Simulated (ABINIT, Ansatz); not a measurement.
# A GW run on ScHO2 (R-3m) in ABINIT, with inputs changed

A base run on ScHO2 (R-3m), then changed inputs.

Main program and level: ABINIT 10.8.3; PBEsol and many-body steps on it, plane waves.

## 1. The starting structure

The structure is trigonal, space group R-3m (No. 166). The conventional cell has a = 3.233 Å, b = 3.233 Å, c = 13.593 Å, α = 90.00°, β = 90.00°, γ = 120.00°. Sc has 6 O at 2.14 Å nearest. H has 2 O at 1.22 Å nearest. Nearest to O lie 1 H at 1.22 Å and 3 Sc at 2.14 Å. Farther neighbours and most contacts between anions are not listed.

The cell and positions are those that the Materials Project relaxed with its own functionals (PBE, PBE+U or r2SCAN), kept fixed.

## 2. Screening, 4×4×4 mesh, 61 bands, screening to 141.5 eV

This step: ABINIT 10.8.3; RPA screening on PBEsol, plane waves, norm-conserving pseudopotentials.

The RPA dielectric matrix is built and inverted for each q.

Contents of run.abi:

```
acell 3*1.0 Angstrom
rprim 
  1.616589043500 0.933338119408 4.530924155205
  -1.616589043500 0.933338119408 4.530924155205
  0.000000000000 -1.866676238893 4.530924155189
ntypat 3
znucl 21 1 8
natom 4
typat 1 2 3 3
xred 
  0.000000000000 0.000000000000 0.000000000000
  0.500000000000 0.500000000000 0.500000000000
  0.589701000000 0.589701000000 0.589701000000
  0.410299000000 0.410299000000 0.410299000000
pp_dirpath "pseudos"
pseudos "Sc.upf, H.upf, O.upf"
ecut 36
ngkpt 4 4 4
nshiftk 1
shiftk 0 0 0
kptopt 1
chksymbreak 0
istwfk *1
occopt 1
irdwfk 1
optdriver 3
nband 61
ecuteps 5.2
inclvkb 2
awtr 1
symchi 1
indata_prefix "in"
outdata_prefix "out"
tmpdata_prefix "tmp"
```

Run with:

```sh
> OMP_NUM_THREADS=1 mpirun -n 4 abinit run.abi > log
```

The program printed:

```text
.Version 10.8.3 of ABINIT. v10.8.2 released Aug 2026.

 Symmetries : space group R-3 m (#166); Bravais hR (rhombohedral)
[... echo of the input left out ...]
== DATASET  1 ==================================================================
-   mpi_nproc: 4, omp_nthreads: 1 (-1 if OMP is not activated)

--- !DatasetInfo
iteration_state: {dtset: 1, }
dimensions: {natom: 4, nkpt: 13, mband: 61, nsppol: 1, nspinor: 1, nspden: 1, mpw: 2864, }
cutoff_energies: {ecut:  36.0, pawecutdg:  -1.0, }
electrons: {nelect:   2.40000000E+01, charge:   0.00000000E+00, occopt:   1.00000000E+00, tsmear:   1.00000000E-02, }

 SCREENING: Calculation of the susceptibility and dielectric matrices

 Based on a program developped by R.W. Godby, V. Olevano, G. Onida, and L. Reining.
 Incorporated in ABINIT by V. Olevano, G.-M. Rignanese, and M. Torrent.
.Using double precision arithmetic ; gwpc =  8

[... cell and pseudopotentials left out ...]
--------------------------------------------------------------------------------

 ==== K-mesh for the wavefunctions ====
 Number of points in the irreducible wedge :    13
[... list of points left out ...]
 Together with 12 symmetry operations and time-reversal symmetry
 yields    64 points in the full Brillouin Zone.

 ==== Q-mesh for the screening function ====
 Number of points in the irreducible wedge :    13
[... list of points left out ...]
 Together with 12 symmetry operations and time-reversal symmetry
 yields    64 points in the full Brillouin Zone.

 setmesh: FFT mesh size selected  =    36x   36x   36
          total number of points  =        46656

 vcoul_init : cutoff-mode = AUXILIARY_FUNCTION
 q-points for optical limit:   1
     1)      0.000010    0.000020    0.000030

- screening: taking advantage of time-reversal symmetry
- Maximum band index for partially occupied states nbvw = 12
- Remaining bands to be divided among processors   nbcw = 49
- Number of bands treated by each node ~12

 Number of electrons calculated from density =   24.0000; Expected =   24.0000
 average of density, n =  0.086704
 r_s =    1.4016
 omega_plasma =   28.4037 [eV]

 calculating chi0 at frequencies [eV] :
  1    0.000000E+00    0.000000E+00
  2    0.000000E+00    2.840368E+01

--------------------------------------------------------------------------------
  q-point number  1        q = ( 0.000000, 0.000000, 0.000000) [r.l.u.]
--------------------------------------------------------------------------------
[... chi0 elements left out ...]
 For q-point:  0.000010 0.000020 0.000030
  dielectric constant =   3.9213
  dielectric constant without local fields =   4.2708

  Average fulfillment of the sum rule on Im[epsilon] for q-point    1 :     52.86  [%]
[... wings left out ...]
  q-point number  2        q = ( 0.250000, 0.000000, 0.000000) [r.l.u.]
--------------------------------------------------------------------------------
[... chi0 elements left out ...]
  Average fulfillment of the sum rule on Im[epsilon] for q-point    2 :     64.78  [%]

 [... 11 further q-points ...]
```

It took 1.7 min on 4 MPI ranks of Arm Neoverse N1, shared host; peak memory 1.3 GiB.

Numbers from this step:

| Property | Result |
| --- | --- |
| ε∞ with local fields, on this mesh, along the program's q direction | 3.921 |
| the same without local fields | 4.271 |
| plasma frequency | 28.40 eV |
| plane waves in the screening matrix | 159 |

Local fields lower ε∞ by 8 %.

## 3. Base

The self-energy is evaluated for the states that the input lists, and the levels follow from it, in one-shot runs by the linearised quasiparticle equation.

This step: G0W0 on PBEsol, plane waves, norm-conserving pseudopotentials.

run.abi: that of step 2 with these lines changed.

```diff
@@ -25,8 +25,21 @@
 irdwfk 1
-optdriver 3
+optdriver 4
 nband 61
+gwcalctyp 0
+ecutsigx 36
+symsigma 1
+nkptgw 4
+kptgw 
+  0.5000000000 0.5000000000 0.5000000000
+  0.5000000000 0.5000000000 0.0000000000
+  0.2500000000 0.2500000000 0.0000000000
+  0.0000000000 0.0000000000 0.0000000000
+bdgw 
+  11 14
+  11 14
+  11 14
+  10 15
 ecuteps 5.2
-inclvkb 2
-awtr 1
-symchi 1
+irdscr 1
+ppmodel 1
 indata_prefix "in"
```

The program printed:

```text
.Version 10.8.3 of ABINIT. v10.8.2 released Aug 2026.

 Symmetries : space group R-3 m (#166); Bravais hR (rhombohedral)
[... echo of the input left out ...]
== DATASET  1 ==================================================================
-   mpi_nproc: 4, omp_nthreads: 1 (-1 if OMP is not activated)

--- !DatasetInfo
iteration_state: {dtset: 1, }
dimensions: {natom: 4, nkpt: 13, mband: 61, nsppol: 1, nspinor: 1, nspden: 1, mpw: 2864, }
cutoff_energies: {ecut:  36.0, pawecutdg:  -1.0, }
electrons: {nelect:   2.40000000E+01, charge:   0.00000000E+00, occopt:   1.00000000E+00, tsmear:   1.00000000E-02, }

 SIGMA: Calculation of the GW corrections

 Based on a program developped by R.W. Godby, V. Olevano, G. Onida, and L. Reining.
 Incorporated in ABINIT by V. Olevano, G.-M. Rignanese, and M. Torrent.
.Using double precision arithmetic ; gwpc =  8

[... cell and pseudopotentials left out ...]
--------------------------------------------------------------------------------

 ==== K-mesh for the wavefunctions ====
 Number of points in the irreducible wedge :    13
[... list of points left out ...]
 Together with 12 symmetry operations and time-reversal symmetry
 yields    64 points in the full Brillouin Zone.

 ==== Q-mesh for screening function ====
 Number of points in the irreducible wedge :    13
[... list of points left out ...]
 Together with 12 symmetry operations and time-reversal symmetry
 yields    64 points in the full Brillouin Zone.

 vcoul_init : cutoff-mode = AUXILIARY_FUNCTION
 q-points for optical limit:   1
     1)      0.000010    0.000020    0.000030
 setmesh: FFT mesh size selected  =    50x   50x   50
          total number of points  =       125000

 Number of electrons calculated from density =   24.0000; Expected =   24.0000
 average of density, n =  0.086704
 r_s =    1.4016
 omega_plasma =   28.4037 [eV]

 === KS Band Gaps ===
  >>>> For spin  1
   Minimum direct gap =   4.6318 [eV], located at k-point      :   0.2500  0.2500  0.0000
   Fundamental gap    =   4.0754 [eV], Top of valence bands at :   0.5000  0.5000  0.5000
                                       Bottom of conduction at :   0.5000  0.5000  0.0000
 SIGMA fundamental parameters:
 PLASMON POLE MODEL  1
 number of plane-waves for SigmaX                 2831
 number of plane-waves for SigmaC and W            159
 number of plane-waves for wavefunctions          2831
 number of bands                                    61
 number of independent spin polarizations            1
 number of spinorial components                      1
 number of k-points in IBZ                          13
 number of q-points in IBZ                          13
 number of symmetry operations                      12
 number of k-points in BZ                           64
 number of q-points in BZ                           64
 number of frequencies for dSigma/dE                 9
 frequency step for dSigma/dE [eV]                0.25
 number of omega for Sigma on real axis              0
 max omega for Sigma on real axis  [eV]           0.00
 zcut for avoiding poles [eV]                     0.10

 EPSILON^-1 parameters (SCR file):
 dimension of the eps^-1 matrix on file            159
 dimension of the eps^-1 matrix used               159
 number of plane-waves for wavefunctions          2831
 number of bands                                    61
 number of q-points in IBZ                          13
 number of frequencies                               2
 number of real frequencies                          1
 number of imag frequencies                          1

 matrix elements of self-energy operator (all in [eV])

 Perturbative Calculation

--- !SelfEnergy_ee
iteration_state: {dtset: 1, }
kpoint     : [   0.500,    0.500,    0.500, ]
spin       : 1
KS_gap     :    4.934
QP_gap     :    7.936
Delta_QP_KS:    3.002
data: !SigmaeeData |
     Band     E0 <VxcDFT>   SigX SigC(E0)      Z dSigC/dE  Sig(E)    E-E0       E
       11   3.067 -19.951 -25.357   4.744   0.787  -0.271 -20.472  -0.521   2.546
       12   3.067 -19.951 -25.357   4.744   0.787  -0.271 -20.472  -0.521   2.546
       13   8.001 -17.845  -9.591  -5.174   0.805  -0.242 -15.364   2.481  10.481
       14   8.001 -17.845  -9.591  -5.174   0.805  -0.242 -15.364   2.481  10.481

--- !SelfEnergy_ee
iteration_state: {dtset: 1, }
kpoint     : [   0.500,    0.500,    0.000, ]
spin       : 1
KS_gap     :    4.687
QP_gap     :    7.319
Delta_QP_KS:    2.632
data: !SigmaeeData |
     Band     E0 <VxcDFT>   SigX SigC(E0)      Z dSigC/dE  Sig(E)    E-E0       E
       11   1.905 -18.813 -24.581   4.821   0.786  -0.272 -19.557  -0.744   1.162
       12   2.455 -19.523 -24.644   4.432   0.791  -0.264 -20.068  -0.546   1.909
[...]
--- !SelfEnergy_ee
iteration_state: {dtset: 1, }
kpoint     : [   0.250,    0.250,    0.000, ]
spin       : 1
KS_gap     :    4.632
QP_gap     :    7.267
Delta_QP_KS:    2.636
data: !SigmaeeData |
     Band     E0 <VxcDFT>   SigX SigC(E0)      Z dSigC/dE  Sig(E)    E-E0       E
[...]
--- !SelfEnergy_ee
iteration_state: {dtset: 1, }
kpoint     : [   0.000,    0.000,    0.000, ]
spin       : 1
KS_gap     :    4.782
QP_gap     :    7.160
Delta_QP_KS:    2.377
data: !SigmaeeData |
     Band     E0 <VxcDFT>   SigX SigC(E0)      Z dSigC/dE  Sig(E)    E-E0       E
[...]
13   7.804 -15.155  -8.027  -4.740   0.818  -0.222 -13.201   1.954   9.758
       14   7.972 -17.763  -9.560  -5.145   0.806  -0.240 -15.298   2.465  10.437
       15   7.972 -17.763  -9.560  -5.145   0.806  -0.240 -15.298   2.465  10.437

== END DATASET(S) ==============================================================
================================================================================

 -outvars: echo values of variables after computation  --------
           etotal      0.0000000000E+00
            nband          61
             nkpt          13
          spgroup         166
 [... the other variables as echoed above ...]

 Calculation completed.
```

Wall time 27 s (4 MPI ranks); peak memory 1.1 GiB.

Numbers from this step:

* G0W0 gap on the mesh: 6.629 eV
* starting gap on the mesh: 4.075 eV
* k of the valence top: 0, 0, 0
* k of the conduction bottom: 0.5, 0.5, 0
* Z at the valence top: 0.793
* Z at the conduction bottom: 0.817
* least direct G0W0 gap on the computed points: 7.159 eV

The gap on the mesh goes from 4.08 eV to 6.63 eV, a correction of +2.55 eV.

## 4. Another k mesh than the file's

run.abi: that of step 3 with these lines changed.

```diff
@@ -17,3 +17,3 @@
 ecut 36
-ngkpt 4 4 4
+ngkpt 5 5 5
 nshiftk 1
```

The program printed:

```text
.Version 10.8.3 of ABINIT. v10.8.2 released Aug 2026.

 Symmetries : space group R-3 m (#166); Bravais hR (rhombohedral)
================================================================================
 Values of the parameters that define the memory need of the present run
     intxc =       0    ionmov =       0      iscf =       7    lmnmax =       6
     lnmax =       6     mgfft =      50  mpssoang =       3    mqgrid =    3001
     natom =       4  nloc_mem =       1    nspden =       1   nspinor =       1
    nsppol =       1      nsym =      12    n1xccc =    2501    ntypat =       3
    occopt =       1   xclevel =       2
-    mband =          61        mffmem =           1         mkmem =           5
       mpw =        2879          nfft =      125000          nkpt =          19
================================================================================
  Rough estimation (10% accuracy) of disk space for files :
================================================================================

--------------------------------------------------------------------------------
------------- Echo of variables that govern the present computation ------------
--------------------------------------------------------------------------------
 -outvars: echo values of preprocessed input variables --------
            acell      1.8897261259E+00  1.8897261259E+00  1.8897261259E+00 Bohr

             bdgw          11      14      11      14      11      14      10      15
      chksymbreak           0
             ecut      3.60000000E+01 Hartree
          ecuteps      5.20000000E+00 Hartree
         ecutsigx      3.60000000E+01 Hartree
          ecutwfn      3.60000000E+01 Hartree
-          fftalg         312
           irdscr           1
[...]
Unit cell volume ucvol=  2.7680458E+02 bohr^3
 Angles (23,13,12)=  3.85242399E+01  3.85242399E+01  3.85242399E+01 degrees

--- Pseudopotential description ------------------------------------------------
- Sc Generated using ONCVPSP code by D. R. Hamann
- 21.00000  11.00000  180301                  znucl, zion, pspdat
12 -116133 2 -1 1642                          pspcod,pspxc,lmax,lloc,mmax
     nproj     2     2     2
  pspatm : epsatm=   13.58981452
         --- l  ekb(1:nproj) -->
[...]
pspatm: atomic psp has been read  and splines computed

- H Generated using ONCVPSP code by D. R. Hamann
-  1.00000   1.00000  180301                  znucl, zion, pspdat
12 -116133 1 -1 1180                          pspcod,pspxc,lmax,lloc,mmax
     nproj     2     1     0
  pspatm : epsatm=    0.35585368
         --- l  ekb(1:nproj) -->
[...]
1   -0.494138
 pspatm: atomic psp has been read  and splines computed

- O Generated using ONCVPSP code by D. R. Hamann
-  8.00000   6.00000  180301                  znucl, zion, pspdat
12 -116133 2 -1 936                           pspcod,pspxc,lmax,lloc,mmax
     nproj     2     2     1
  pspatm : epsatm=    6.22910120
         --- l  ekb(1:nproj) -->
             0    6.050032    0.820363
             1   -4.739617   -1.153841
             2   -1.335834
 pspatm: atomic psp has been read  and splines computed

   6.33692894E+02                                ecore*ucvol(ha*bohr**3)
--------------------------------------------------------------------------------

--- !ERROR
message: |
    Cannot continue, basic dimensions/parameters reported in the header do not agree with input file.
    Check consistency between the content of the WFK external file and the input file.

--- !ERROR
message: |
    Cannot continue, basic dimensions/parameters reported in the header do not agree with input file.
    Check consistency between the content of the WFK external file and the input file.

--- from the log ---
Cannot continue, basic dimensions/parameters reported in the header do not agree with input file.
    Check consistency between the content of the WFK external file and the input file.
```

Wall time 3.1 s (4 MPI ranks); peak memory 0.19 GiB.

The run stopped with an error after 3.1 s.

The program's words: Cannot continue, basic dimensions/parameters reported in the header do not agree with input file. Check consistency between the content of the WFK external file and the input file.

The fault put into this input: another k mesh than the file's.

## 5. The runs together

Times are wall times on 4 MPI ranks of Arm Neoverse N1, shared host, good to a factor of about two. A run's time includes the screening step that it read.

```csv
run,mesh,bands,screening cutoff (eV),DFT gap (eV),gap on the mesh (eV),direct (eV),ε∞ used,time
base,4×4×4,61,141.5,4.075,6.629,7.159,3.92,2.1 min
```

## 6. Outcome

| Property | Result |
| --- | --- |
| base | 6.629 eV |
| known limits | not at the basis limit |

**Reading.** Bands and cutoff are finite, so the gap is not at the basis limit. The miss can reach some tenths of an eV and take either sign; the mesh is an error of its own. A denser mesh or path gives a starting gap of 3.96 eV: the GW mesh misses a band edge, so its gaps are not the fundamental one.

[Paths, hosts, dates, memory and timing lines, banners, echoed tables and standing remarks are left out of the program output.]

[Logs are printed without paths, hosts, clocks, repeated set-up lines and the standing remarks that a program may print on its own settings, such as how far it seeks lower states.]

[Runs of the session that timed out or met a known fault of the program may be left out.]

[No measured gap is set beside runs whose start may be inverted or whose files or cutoffs have a known fault.]

[Hosts, paths, dates, database ids (printed as entryN), source tags and the programs' standing remarks are cut or masked in the printed files.]

[G0W0 gaps are taken among the corrected bands and points alone; a level outside them can change the order at an edge.]

[Where Ansatz stands beside ABINIT at settings called matched, ABINIT's density can come from a denser mesh and the files from another edition; pairs whose starting gaps differed by over 0.03 eV were left out, so agreement reads better than it is.]
